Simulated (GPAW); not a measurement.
# Optical response of TiPt3

Aim: the dielectric function of TiPt3, and the optical constants that follow from it. The cell comes from an older database entry, whose edges can differ from later determinations, mostly by under a per cent.

Main program and level: GPAW 26.7.0; DFT, revPBE, plane-wave PAW (GPAW data sets), scalar-relativistic, RPA, optical limit.

The database entry behind the starting cell is an old determination (1943), so it need not match the best structure at ambient conditions.

## 1. The structure

The structure is cubic, space group Pm-3m (No. 221). Conventional cell: a = 3.897 Å, b = 3.897 Å, c = 3.897 Å, α = 90.00°, β = 90.00°, γ = 90.00°. Nearest to Pt lie 8 Pt at 2.76 Å and 4 Ti at 2.76 Å. Ti has 12 Pt at 2.76 Å nearest. Farther neighbours are not listed.

## 2. Ground state

First the ground state: is it a metal or has it a gap?

This step: DFT, revPBE, plane-wave PAW (GPAW data sets), scalar-relativistic, ground state (GPAW 26.7.0).

Contents of gs.py:

```python
from ase import Atoms
from ase.dft.bandgap import bandgap
from gpaw import GPAW, PW, FermiDirac

atoms = Atoms(['Pt', 'Pt', 'Pt', 'Ti'],
              cell=[[3.897000000000, 0.000000000000, 0.000000000000],
                    [0.000000000000, 3.897000000000, 0.000000000000],
                    [0.000000000000, 0.000000000000, 3.897000000000]],
              scaled_positions=[[0.500000000000, 0.500000000000, 0.000000000000],
                                [0.500000000000, 0.000000000000, 0.500000000000],
                                [0.000000000000, 0.500000000000, 0.500000000000],
                                [0.000000000000, 0.000000000000, 0.000000000000]],
              pbc=[True, True, True])
atoms.calc = GPAW(mode=PW(450), xc='revPBE', kpts={'size': (6, 6, 6), 'gamma': True},
                  occupations=FermiDirac(0.05), maxiter=150, txt='gs.txt')
print('energy (eV)', atoms.get_potential_energy())
print('Fermi level (eV)', atoms.calc.get_fermi_level())
print('valence electrons', atoms.calc.get_number_of_electrons())
print('gap (eV)', bandgap(atoms.calc, output=None)[0])
print('direct gap (eV)', bandgap(atoms.calc, direct=True, output=None)[0])
atoms.calc.write('gs.gpw')
```

Run with:

```console
> OMP_NUM_THREADS=1 python gs.py
```

Numbers of over 12 decimals in the logs are rounded to 6 here.

The log of the run:

```text
__  _  _
 | _ |_)|_||  |
 |__||  | ||/\| - 26.7.0

Versions:
  Python: 3.12.14
  ASE:    3.29.0
  Numpy:  2.5.5
  Scipy:  1.18.1
  Libxc:  7.0.0

Input parameters:
  mode=PW(ecut=450.000000),
  kpts=MonkhorstPack(size=(6, 6, 6), gamma=True),
  maxiter=150,
  occupations=Occupations(name='fermi-dirac', width=0.05, fixmagmom=False),
  xc=XC(name='revPBE')

Diagonalizing LCAO Hamiltonian
Converting LCAO to pw mode
   .---------.
  /|         |
 * |         |
 |Pt         |
 | |         |
 | .--Pt-----.
 |/    Pt   /
 Ti--------*

Atoms  # Å, Bohr magnetons
|   | symbol |        x |        y |        z |    initial magnetic moments |
| 0 |     Pt | 1.948500 | 1.948500 | 0.000000 | ( 0.0000,  0.0000,  0.0000) |
| 1 |     Pt | 1.948500 | 0.000000 | 1.948500 | ( 0.0000,  0.0000,  0.0000) |
| 2 |     Pt | 0.000000 | 1.948500 | 1.948500 | ( 0.0000,  0.0000,  0.0000) |
| 3 |     Ti | 0.000000 | 0.000000 | 0.000000 | ( 0.0000,  0.0000,  0.0000) |

Unit cell  # Å
| periodic |        x |        y |        z |  lengths |    angles |
|      yes | 3.897000 | 0.000000 | 0.000000 | 3.897000 | 90.000000 |
|      yes | 0.000000 | 3.897000 | 0.000000 | 3.897000 | 90.000000 |
|      yes | 0.000000 | 0.000000 | 3.897000 | 3.897000 | 90.000000 |

Number of symmetries: 48
Symmetry operations  # r_c * U_cc + t_c -> r_c
|    | kind |            matrix            |
|  0 |  E   |  1, 0, 0,  0, 1, 0,  0, 0, 1 |
|  1 |  σ   |  1, 0, 0,  0, 1, 0,  0, 0,-1 |
|  2 |  σ   |  1, 0, 0,  0, 0, 1,  0, 1, 0 |
|  3 |  C4  |  1, 0, 0,  0, 0, 1,  0,-1, 0 |
|  4 |  C4  |  1, 0, 0,  0, 0,-1,  0, 1, 0 |
|  5 |  σ   |  1, 0, 0,  0, 0,-1,  0,-1, 0 |
|  6 |  σ   |  1, 0, 0,  0,-1, 0,  0, 0, 1 |
|  7 |  C2  |  1, 0, 0,  0,-1, 0,  0, 0,-1 |
|  8 |  σ   |  0, 1, 0,  1, 0, 0,  0, 0, 1 |
|  9 |  C2  |  0, 1, 0,  1, 0, 0,  0, 0,-1 |
| 10 |  C3  |  0, 1, 0,  0, 0, 1,  1, 0, 0 |
| 11 |  S6  |  0, 1, 0,  0, 0, 1, -1, 0, 0 |
| 12 |  S6  |  0, 1, 0,  0, 0,-1,  1, 0, 0 |
| 13 |  C3  |  0, 1, 0,  0, 0,-1, -1, 0, 0 |
| 14 |  C4  |  0, 1, 0, -1, 0, 0,  0, 0, 1 |
| 15 |  S4  |  0, 1, 0, -1, 0, 0,  0, 0,-1 |
| 16 |  C3  |  0, 0, 1,  1, 0, 0,  0, 1, 0 |
| 17 |  S6  |  0, 0, 1,  1, 0, 0,  0,-1, 0 |
| 18 |  σ   |  0, 0, 1,  0, 1, 0,  1, 0, 0 |
| 19 |  C4  |  0, 0, 1,  0, 1, 0, -1, 0, 0 |
| 20 |  C2  |  0, 0, 1,  0,-1, 0,  1, 0, 0 |
| 21 |  S4  |  0, 0, 1,  0,-1, 0, -1, 0, 0 |
| 22 |  S6  |  0, 0, 1, -1, 0, 0,  0, 1, 0 |
| 23 |  C3  |  0, 0, 1, -1, 0, 0,  0,-1, 0 |
| 24 |  S6  |  0, 0,-1,  1, 0, 0,  0, 1, 0 |
| 25 |  C3  |  0, 0,-1,  1, 0, 0,  0,-1, 0 |
| 26 |  C4  |  0, 0,-1,  0, 1, 0,  1, 0, 0 |
| 27 |  σ   |  0, 0,-1,  0, 1, 0, -1, 0, 0 |
| 28 |  S4  |  0, 0,-1,  0,-1, 0,  1, 0, 0 |
| 29 |  C2  |  0, 0,-1,  0,-1, 0, -1, 0, 0 |
| 30 |  C3  |  0, 0,-1, -1, 0, 0,  0, 1, 0 |
| 31 |  S6  |  0, 0,-1, -1, 0, 0,  0,-1, 0 |
| 32 |  C4  |  0,-1, 0,  1, 0, 0,  0, 0, 1 |
| 33 |  S4  |  0,-1, 0,  1, 0, 0,  0, 0,-1 |
| 34 |  S6  |  0,-1, 0,  0, 0, 1,  1, 0, 0 |
| 35 |  C3  |  0,-1, 0,  0, 0, 1, -1, 0, 0 |
| 36 |  C3  |  0,-1, 0,  0, 0,-1,  1, 0, 0 |
| 37 |  S6  |  0,-1, 0,  0, 0,-1, -1, 0, 0 |
| 38 |  σ   |  0,-1, 0, -1, 0, 0,  0, 0, 1 |
| 39 |  C2  |  0,-1, 0, -1, 0, 0,  0, 0,-1 |
| 40 |  σ   | -1, 0, 0,  0, 1, 0,  0, 0, 1 |
| 41 |  C2  | -1, 0, 0,  0, 1, 0,  0, 0,-1 |
| 42 |  C2  | -1, 0, 0,  0, 0, 1,  0, 1, 0 |
| 43 |  S4  | -1, 0, 0,  0, 0, 1,  0,-1, 0 |
| 44 |  S4  | -1, 0, 0,  0, 0,-1,  0, 1, 0 |
| 45 |  C2  | -1, 0, 0,  0, 0,-1,  0,-1, 0 |
| 46 |  C2  | -1, 0, 0,  0,-1, 0,  0, 0, 1 |
| 47 |  i   | -1, 0, 0,  0,-1, 0,  0, 0,-1 |

BZ-sampling:
  Number of BZ points: 216
  Number of IBZ points: 20

  Monkhorst-Pack size: [6, 6, 6]
  Monkhorst-Pack shift: [0.083333, 0.083333, 0.083333]

K-points  # in reciprocal-cell coordinates
|     |                                coordinates |     weight |
|   0 | (  0.00000000,   0.00000000,   0.00000000) | 0.00462963 |
|   1 | (  0.16666667,   0.00000000,   0.00000000) | 0.02777778 |
|   2 | (  0.16666667,   0.16666667,   0.00000000) | 0.05555556 |
|   3 | (  0.16666667,   0.16666667,   0.16666667) | 0.03703704 |
|   4 | (  0.33333333,   0.00000000,   0.00000000) | 0.02777778 |
|   5 | (  0.33333333,   0.16666667,   0.00000000) | 0.11111111 |
|   6 | (  0.33333333,   0.16666667,   0.16666667) | 0.11111111 |
|   7 | (  0.33333333,   0.33333333,   0.00000000) | 0.05555556 |
|   8 | (  0.33333333,   0.33333333,   0.16666667) | 0.11111111 |
|   9 | (  0.33333333,   0.33333333,   0.33333333) | 0.03703704 |
| ... |                                            |            |
|  19 | (  0.50000000,   0.50000000,   0.50000000) | 0.00462963 |

Plane wave coefficients: 1328
Cutoff: 450.000000 eV

Spin-components: 1 (collinear spins)
Bands:           40
Projectors:      24
Spin-degeneracy: 2
Datatype:        complex128

Parallelization:
  kpt:    1
  domain: 1
  band:   1

Density:
  Valence electrons: 60.0
  Components: 1
  Grid points: [20 20 20]
  Charge: 0.0  # |e|

Potential:
  Grid points: [20 20 20]

species:
  Pt:
    name:    Platinum
    id:
    Z:       78.0
    valence: 16
    core:    62
    charge:  0.0  # [|e|]
    compensation charges:
      type: gauss
      rc: 0.41  # [Å]
      lmax: 2
    cutoffs:
      filter: 2.26  # [Å]
      core: 2.26  # [Å]
    projectors
    | kind |    occ | energy [eV] | rcut [Å] |
    |   6s |  1.000 |      -5.525 |    1.307 |
    |   5p |  6.000 |     -55.970 |    1.371 |
    |   6p |  0.000 |      -0.816 |    1.371 |
    |   5d |  9.000 |      -6.085 |    1.307 |
    |    s |        |      21.686 |    1.307 |
    |    d |        |      21.126 |    1.307 |

    Using partial waves for Pt as LCAO basis

  Ti:
    name:    Titanium
    id:
    Z:       22.0
    valence: 12
    core:    10
    charge:  0.0  # [|e|]
    compensation charges:
      type: gauss
      rc: 0.38  # [Å]
      lmax: 2
    cutoffs:
      filter: 2.23  # [Å]
      core: 1.02  # [Å]
    projectors
    | kind |    occ | energy [eV] | rcut [Å] |
    |   3s |  2.000 |     -62.686 |    1.270 |
    |   4s |  2.000 |      -4.427 |    1.270 |
    |   3p |  6.000 |     -38.877 |    1.058 |
    |   4p |  0.000 |      -1.455 |    1.058 |
    |   3d |  2.000 |      -4.209 |    1.058 |
    |    d |        |      23.002 |    1.058 |

    Using partial waves for Ti as LCAO basis

Reference energy: -1524384.410163  # eV

eigensolver:
  PPCG
  Converge bands: occupied
  niter=2

density mixing:
  MSR1-Mixer
  Pratt-step length: 0.05
  Maximum mixing coefficient: 0.75
  Old densities: 10
  SVD Regularization: 0.005
  Good broyden scale: 1.0
  Trust region scale: 1.0
  Backstep threshold: 4.0
  History deletion threshold: 6.0
  Fourier metric: weight=20.0, sigma=0.015

occupation numbers:
  Fermi-Dirac:
    width: 0.0500  # eV

poisson solver:
  ecut: 3600.000000  # eV

xc functional:
  name: revPBE with 2 nearest neighbor stencil

convergence criteria:
- Maximum [total energy] change in last 3 cyles: 0.0005 eV / valence electron
- Maximum integral of absolute [dens]ity change: 0.0001 electrons / valence electron
- Maximum integral of absolute [eigenst]ate change: 4e-08 eV^2 / valence electron
maximum number of iterations: 150

SCF iterations
|iter     |      energy | eigst |  dens |
|iter:   1||  -29.952480 | +0.26 |       |
|iter:   2||  -28.851192 | -1.72 | -1.01 |
|iter:   3||  -27.980289 | -2.00 | -1.18 |
|iter:   4||  -27.267462 | -1.66 | -1.34 |
|iter:   5||  -27.221510 | -2.50 | -1.82 |
|iter:   6||  -27.220337 | -3.02 | -2.26 |
|iter:   7||  -27.224723c| -2.95 | -2.56 |
|iter:   8||  -27.224900c| -4.86 | -3.31 |
|iter:   9||  -27.224908c| -4.80 | -3.50 |
|iter:  10||  -27.224877c| -6.17 | -4.13c|
|iter:  11||  -27.224860c| -7.22 | -4.54c|
|iter:  12||  -27.224860c| -7.64c| -5.34c|

Converged in 12 steps
SCF loop duration: 9.986 s (0.832 s/step)
Energy contributions relative to reference atoms: (reference = -1524384.410163)

Energy contributions:
  Kinetic:          -0.863467
  Coulomb:          -5.738150
  Zero:             -1.431240
  External:          0.000000
  Xc:              -19.184962
  Entropy:          -0.014081
  Spinorbit:         0.000000
  ----------------------------
  Free energy:     -27.231900
  Extrapolated:    -27.224860

dipole moment: (-25.819447, -25.819447, -25.819447)  # |e|*Ang

Fermi level: 12.676
Eigenvalues  # (at kpt = [0.000, 0.000, 0.000])
| band index |      eig [eV] | occ [0-2] |
|          0 |       -45.637 |     2.000 |
|        ... |               |           |
|         21 |         9.028 |     2.000 |
|         22 |         9.028 |     2.000 |
|         23 |        10.945 |     2.000 |
|         24 |        10.945 |     2.000 |
|         25 |        12.080 |     2.000 |
|         26 |        12.665 |     1.113 |
|         27 |        12.665 |     1.113 |
|         28 |        12.665 |     1.113 |
|         29 |        14.040 |     0.000 |
|         30 |        14.040 |     0.000 |
|         31 |        14.294 |     0.000 |
|         32 |        14.294 |     0.000 |
|         33 |        14.294 |     0.000 |
|         34 |        14.668 |     0.000 |
|         35 |        14.668 |     0.000 |
|         36 |        14.668 |     0.000 |
|        ... |               |           |
|         39 |        24.656 |     0.000 |

No gap
No difference between direct/indirect transitions

--- standard output ---
energy (eV) -27.224860
Fermi level (eV) 12.676204
valence electrons 60.0
gap (eV) 0.0
direct gap (eV) 0.0
```

The job ended after 13 s (1 thread of Intel Xeon 6975P-C (Granite Rapids), shared host; peak memory 0.16 GiB).

This step gave:

* energy: -27.22 eV
* Fermi energy: 12.68 eV
* electrons: 60

There are states at the Fermi level within the smearing, so the occupations stay smeared and the carriers get a Drude term.

## 3. Bands for the response

The response needs many more empty bands than the density does.

This step: DFT, revPBE, plane-wave PAW (GPAW data sets), scalar-relativistic, bands at fixed density (GPAW 26.7.0).

Contents of nscf.py:

```python
from ase.dft.bandgap import bandgap
from gpaw import GPAW, FermiDirac

calc = GPAW('gs.gpw').fixed_density(kpts={'size': (8, 8, 8), 'gamma': True}, nbands=66, convergence={'bands': 60},
                                    occupations=FermiDirac(0.05), txt='nscf.txt')
print('gap (eV)', bandgap(calc, output=None)[0])
print('direct gap (eV)', bandgap(calc, direct=True, output=None)[0])
print('top band over the Fermi level (eV)', min(calc.get_eigenvalues(kpt=k)[59] for k in range(len(calc.get_ibz_k_points()))) - calc.get_fermi_level())
calc.write('full.gpw', mode='all')
```

Run with:

```console
> OMP_NUM_THREADS=1 python nscf.py
```

The log of the run:

```text
Diagonalizing LCAO Hamiltonian
Converting LCAO to pw mode
convergence criteria:
- Maximum integral of absolute [eigenst]ate change: 4e-08 eV^2 / valence electron
maximum number of iterations: 150

SCF iterations
|iter     |      energy | eigst |  dens |
|iter:   1||             | +2.66 |       |
|iter:   2||             | +1.18 |       |
|iter:   3||             | -0.20 |       |
|iter:   4||             | -1.23 |       |
|iter:   5||             | -2.20 |       |
|iter:   6||             | -3.04 |       |
|iter:   7||             | -3.97 |       |
|iter:   8||             | -4.88 |       |
|iter:   9||             | -5.84 |       |
|iter:  10||             | -6.74 |       |
|iter:  11||             | -7.33 |       |
|iter:  12||             | -7.78c|       |
SCF steps: 12
  __  _  _
 | _ |_)|_||  |
 |__||  | ||/\| - 26.7.0

Versions:
  Python: 3.12.14
  ASE:    3.29.0
  Numpy:  2.5.5
  Scipy:  1.18.1
  Libxc:  7.0.0

Input parameters:
  mode=PW(ecut=450.000000),
  convergence={'bands': 60},
  gpts=array([20, 20, 20]),
  kpts=MonkhorstPack(size=(8, 8, 8), gamma=True),
  maxiter=150,
  nbands=66,
  occupations=Occupations(name='fermi-dirac', width=0.05, fixmagmom=False),
  parallel={},
  xc=XC(name='revPBE')

--- standard output ---
gap (eV) 0.0
direct gap (eV) 0.0
top band over the Fermi level (eV) 27.105799
```

Run time: 33 s. Hardware: 1 thread; peak memory 0.21 GiB.

(Continued in part 2 of 2.)

[Machine, clock and banner lines and Python warnings are left out of the logs.]

[Logs are printed without paths, hosts, clocks, repeated set-up lines and the standing remarks that a program may print on its own settings, such as how far it seeks lower states.]

[Hosts, paths, dates, database ids (printed as entryN), source tags and the programs' standing remarks are cut or masked in the printed files.]
